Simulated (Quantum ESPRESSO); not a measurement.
# O K ELNES/XANES of CSO (Cm) from DFT, part 2 of 4

What does one-electron theory with a core hole give for the O K edge of CSO (Cm)?

Quantum ESPRESSO 7.5; X-ray absorption near-edge structure, plane-wave PAW LDA, one-electron final states by a Lanczos continued fraction.

So far. Step 2 (The field without a hole): The mesh shows a gap of 4.78 eV, so the hole is first treated in a charged cell, without the excited electron. Step 3 (Spectrum without a core hole, O atom 2): Main maxima below 24 eV (height): 0.4 eV (5.06), 3.6 eV (0.94), 5.1 eV (0.75), 12.4 eV (1.28), 14.8 eV (0.99) and 18.6 eV (0.87). A K edge sees empty p states on the absorber.

**6. The atom with a core hole**

Level of this step: all-electron atom with a core hole and its PAW potential, LDA, scalar-relativistic (Quantum ESPRESSO).

The frozen core must hold the hole, so the absorber gets a data set of its own.

O.lda-n-kjpaw-1sch.ld1.in

```
&input
   title='O', zed=8., rel=1, iswitch=3, dft='PZ',
   config='1s1 2s2 2p5'
/
&inputp
   file_pseudopw='O.lda-n-kjpaw-1sch.UPF', author='',
   lpaw=.true.,
   pseudotype=3,
   lloc=-1,
   rcloc=1.1,
   which_augfun='PSQ',
   rmatch_augfun_nc=.true.,
   nlcc=.true.,
   new_core_ps=.true.,
   rcore=0.7,
   tm=.true.,
   zval=7,
   lgipaw_reconstruction=.true., use_paw_as_gipaw=.true.
/
4
2S  1  0  2.00  0.00  1.00  1.30  0.0
2S  1  0  0.00  1.00  1.00  1.30  0.0
2P  2  1  5.00  0.00  0.90  1.35  0.0
2P  2  1  0.00  0.05  0.90  1.35  0.0
```

Command:

```console
$ ld1.x < O.lda-n-kjpaw-1sch.ld1.in > O.lda-n-kjpaw-1sch.ld1.out
```

The program printed:

```text
     [... banner and references ...]
PAW data will be used for GIPAW calculation
     --------------------------- All-electron run ----------------------------

     O
     scalar relativistic calculation

     atomic number is  8.00
     dft =PZ   lsd =0 sic =0 latt =0  beta=0.20 tr2=1.0E-14
     Exchange-correlation= PZ
                           (   1   1   0   0   0   0   0)
     mesh =1095 r(mesh) =  99.04343 a.u. xmin = -7.00 dx = 0.01250
     1 Ry =  13.60569312 eV, c = 137.03599908

     n l     nl                  e(Ry)          e(Ha)          e(eV)
     1 0     1S 1( 1.00)       -41.9355       -20.9678      -570.5619
     2 0     2S 1( 2.00)        -1.9275        -0.9637       -26.2246
     2 1     2P 1( 5.00)        -0.8665        -0.4332       -11.7888

     final scf error:  4.0E-15 reached in  24 iterations

     Etot =    -110.050736 Ry,     -55.025368 Ha,   -1497.316544 eV

     Ekin =     109.503055 Ry,      54.751527 Ha,    1489.864957 eV
     Encl =    -270.735536 Ry,    -135.367768 Ha,   -3683.544616 eV
     Eh   =      63.959833 Ry,      31.979916 Ha,     870.217855 eV
     Exc  =     -12.778088 Ry,      -6.389044 Ha,    -173.854739 eV

     normalization and overlap integrals

     s(1S/1S) =  1.000000  <r> =   0.1934  <r2> =    0.0503  r(max) =   0.1266
     s(1S/2S) = -0.000240
     s(2S/2S) =  1.000000  <r> =   1.0741  <r2> =    1.4086  r(max) =   0.8151
     s(2P/2P) =  1.000000  <r> =   1.0981  <r2> =    1.6070  r(max) =   0.7104

     ------------------------ End of All-electron run ------------------------

     --------------------- Generating PAW atomic setup --------------------

      Generating local potential from pseudized AE potential:
      Matching radius rcloc =   1.1000

[...]
(   1   1   0   0   0   0   0)
     mesh =1095 r(mesh) =  99.04343 a.u. xmin = -7.00 dx = 0.01250
     1 Ry =  13.60569312 eV, c = 137.03599908

     n l     nl                  e(Ry)          e(Ha)          e(eV)
[...]
final scf error:  4.0E-15 reached in  24 iterations

     Etot =    -110.050736 Ry,     -55.025368 Ha,   -1497.316544 eV

     Ekin =     109.503055 Ry,      54.751527 Ha,    1489.864957 eV
     Encl =    -270.735536 Ry,    -135.367768 Ha,   -3683.544616 eV
     Eh   =      63.959833 Ry,      31.979916 Ha,     870.217855 eV
     Exc  =     -12.778088 Ry,      -6.389044 Ha,    -173.854739 eV

     normalization and overlap integrals

     s(1S/1S) =  1.000000  <r> =   0.1934  <r2> =    0.0503  r(max) =   0.1266
     s(1S/2S) = -0.000240
     s(2S/2S) =  1.000000  <r> =   1.0741  <r2> =    1.4086  r(max) =   0.8151
     s(2P/2P) =  1.000000  <r> =   1.0981  <r2> =    1.6070  r(max) =   0.7104

     ------------------------ End of All-electron run ------------------------

     ---------------------- Testing the pseudopotential ----------------------

     O
     scalar relativistic calculation

     atomic number is  8.00   valence charge is  7.00
     dft = SLA  PZ   NOGX NOGC   lsd =0 sic =0 latt =0  beta=0.20 tr2=1.0E-14
     mesh =1095 r(mesh) =  99.04343 xmin = -7.00 dx = 0.01250

     n l     nl             e AE (Ry)        e PS (Ry)    De AE-PS (Ry)
     1 0     2S   1( 2.00)       -1.92747       -1.92748        0.00000
     2 1     2P   1( 5.00)       -0.86646       -0.86647        0.00001

     eps = 5.7E-18  iter =  4

     Etot =    -110.050736 Ry,     -55.025368 Ha,   -1497.316544 eV
     Etotps =   -50.907907 Ry,     -25.453954 Ha,    -692.637362 eV

     Ekin =      48.297585 Ry,      24.148792 Ha,     657.122117 eV
     Encl =    -128.150435 Ry,     -64.075217 Ha,   -1743.575486 eV
     Ehrt =      41.723026 Ry,      20.861513 Ha,     567.670689 eV
     Ecxc =     -12.778083 Ry,      -6.389042 Ha,    -173.854681 eV
     (Ecc =      -0.066544 Ry,      -0.033272 Ha,      -0.905381 eV)

     ---------------------- End of pseudopotential test ----------------------
```

The job ended after 0.62 s (1 MPI rank of Arm Neoverse V2, shared host; peak memory 0.12 GiB).

Removing the core electron and adding it to the valence shell costs the free atom 530.6 eV.

**7. Supercell with FCH, O atom 2**

The holes are 5.9 Å apart. The excited electron is left out and a uniform background balances the charge.

scf.in

```
&control
   calculation='scf', prefix='x', pseudo_dir='../pp', outdir='tmp', tprnfor=.true.
/
&system
   ibrav=0, nat=9, ntyp=4, nbnd=28
   ecutwfc=50, ecutrho=400
   occupations='fixed'
   tot_charge=1
/
&electrons
   conv_thr=9.0e-08, electron_maxstep=120
   mixing_beta=0.5
/
ATOMIC_SPECIES
S 1.0 S.lda-nl-kjpaw.UPF
O0 1.0 O.lda-n-kjpaw-1sch.UPF
O 1.0 O.lda-n-kjpaw.UPF
C 1.0 C.lda-n-kjpaw.UPF
CELL_PARAMETERS angstrom
  -4.27044200 0.00000000 -4.14162300
  -3.53170600 -3.62786100 4.14162300
  -3.53170600 3.62786100 4.14162300
ATOMIC_POSITIONS crystal
S    0.45937700 0.22894100 0.22894100
S    0.12604367 0.56227433 0.56227433
S    0.79271033 0.89560767 0.89560767
O0   0.33202900 0.88422900 0.88422900
O    0.99869567 0.21756233 0.21756233
O    0.66536233 0.55089567 0.55089567
C    0.53029367 0.88931933 0.88931933
C    0.19696033 0.22265267 0.22265267
C    0.86362700 0.55598600 0.55598600
K_POINTS automatic
3 3 3 0 0 0
```

Command:

```console
$ OMP_NUM_THREADS=1 mpirun --oversubscribe --bind-to none -np 4 pw.x -nk 4 -in scf.in > scf.out
```

The program printed:

```text
     [... banner and references ...]
[banner, memory and clock lines left out]
using ibrav=0 with symmetry is DISCOURAGED, use correct ibrav instead

     G-vector sticks info

     bravais-lattice index     =            0
     lattice parameter (alat)  =      11.2418  a.u.
     unit-cell volume          =    1582.2022 (a.u.)^3
     number of atoms/cell      =            9
     number of atomic types    =            4
     number of electrons       =        48.00
     number of Kohn-Sham states=           28
     kinetic-energy cutoff     =      50.0000  Ry
     charge density cutoff     =     400.0000  Ry
     scf convergence threshold =      9.0E-08
     mixing beta               =       0.5000
     number of iterations used =            8  plain     mixing
     Exchange-correlation= SLA  PZ   NOGX NOGC
                           (   1   1   0   0   0   0   0)

     celldm(1)=  11.241840  celldm(2)=   0.000000  celldm(3)=   0.000000
     celldm(4)=   0.000000  celldm(5)=   0.000000  celldm(6)=   0.000000

     crystal axes: (cart. coord. in units of alat)
               a(1) = (  -0.717851   0.000000  -0.696197 )
               a(2) = (  -0.593671  -0.609835   0.696197 )
               a(3) = (  -0.593671   0.609835   0.696197 )

     reciprocal axes: (cart. coord. in units 2 pi/alat)
               b(1) = ( -0.762473  0.000000 -0.650187 )
               b(2) = ( -0.381236 -0.819894  0.393094 )
               b(3) = ( -0.381236  0.819894  0.393094 )

     ../pp/S.lda-nl-kjpaw.UPF
     Pseudo is Projector augmented-wave + core cor, Zval =  6.0
     Shape of augmentation charge: PSQ
     Using radial grid of 1151 points,  4 beta functions with:
                l(1) =   0
[...]
ethr =  1.84E-09,  avg # of iterations =  1.2

[...]
total energy              =    -377.16150183 Ry
     estimated scf accuracy    <       0.00000049 Ry

     iteration # 18     ecut=    50.00 Ry     beta= 0.50
     Davidson diagonalization with overlap
     ethr =  1.02E-09,  avg # of iterations =  6.2

     negative rho (up, down):  3.904E-03 0.000E+00

     End of self-consistent calculation

          k =-0.0000 0.0000 0.0000 (  9423 PWs)   bands (ev):

   -29.3378 -22.3138 -22.3008 -17.3862 -14.6594 -14.6136 -13.8598 -11.5558
   -11.5537  -8.7870  -7.7456  -7.7188  -5.9274  -5.8673  -5.7365  -5.7166
    -5.4615  -5.3892  -4.8229  -4.7817  -1.6557  -1.6447  -1.6196  -1.5556
     0.1835   0.2071   2.3470   3.4618

     [... bands of 9 further k-points ...]

     highest occupied, lowest unoccupied level (ev):    -1.5556    0.1661

!    total energy              =    -377.16150195 Ry
     total all-electron energy =     -3024.063742 Ry
     estimated scf accuracy    <       0.00000006 Ry

     The total energy is the sum of the following terms:
     one-electron contribution =    -146.98959309 Ry
     hartree contribution      =      88.41468332 Ry
     xc contribution           =     -51.01026083 Ry
     ewald contribution        =     -98.29229149 Ry
     one-center paw contrib.   =    -169.28403987 Ry

     convergence has been achieved in  18 iterations

     negative rho (up, down):  3.904E-03 0.000E+00

     Forces acting on atoms (cartesian axes, Ry/au):

     atom    1 type  1   force =    -0.00347706    0.00000000   -0.00368121
     atom    2 type  1   force =    -0.00367840    0.00000000   -0.00377161
     atom    3 type  1   force =     0.10741214   -0.00000000    0.09667841
[...]
atom    8 type  4   force =     0.03072539   -0.00000000    0.02688146
     atom    9 type  4   force =     0.03080798   -0.00000000    0.02744110

     Total force =     0.353630     Total SCF correction =     0.000329

     XML data file, charge density, pseudopotentials, collected wavefunctions
```

Run time: 30 s. Hardware: 4 MPI ranks; peak memory 0.21 GiB; 2 min of CPU time.

Energy with the hole: -41144.483 eV, cores included.

(Continued in part 3 of 4.)

[Banner, clock and machine lines of the logs are left out without a mark of their own.]

[Logs are printed without paths, hosts, clocks, repeated set-up lines and the standing remarks that a program may print on its own settings, such as how far it seeks lower states.]

[Hosts, paths, dates, database ids (printed as entryN), source tags and the programs' standing remarks are cut or masked in the printed files.]

[Lists of maxima count a maximum above −3 eV only where it reaches 4 % of the highest in the window and stands out from its surroundings by 2 % of it (1.5 % where it reaches 55 %); shoulders and weaker maxima are passed over, and of the rest the first, up to two pre-edge ones and the few strongest are named.]
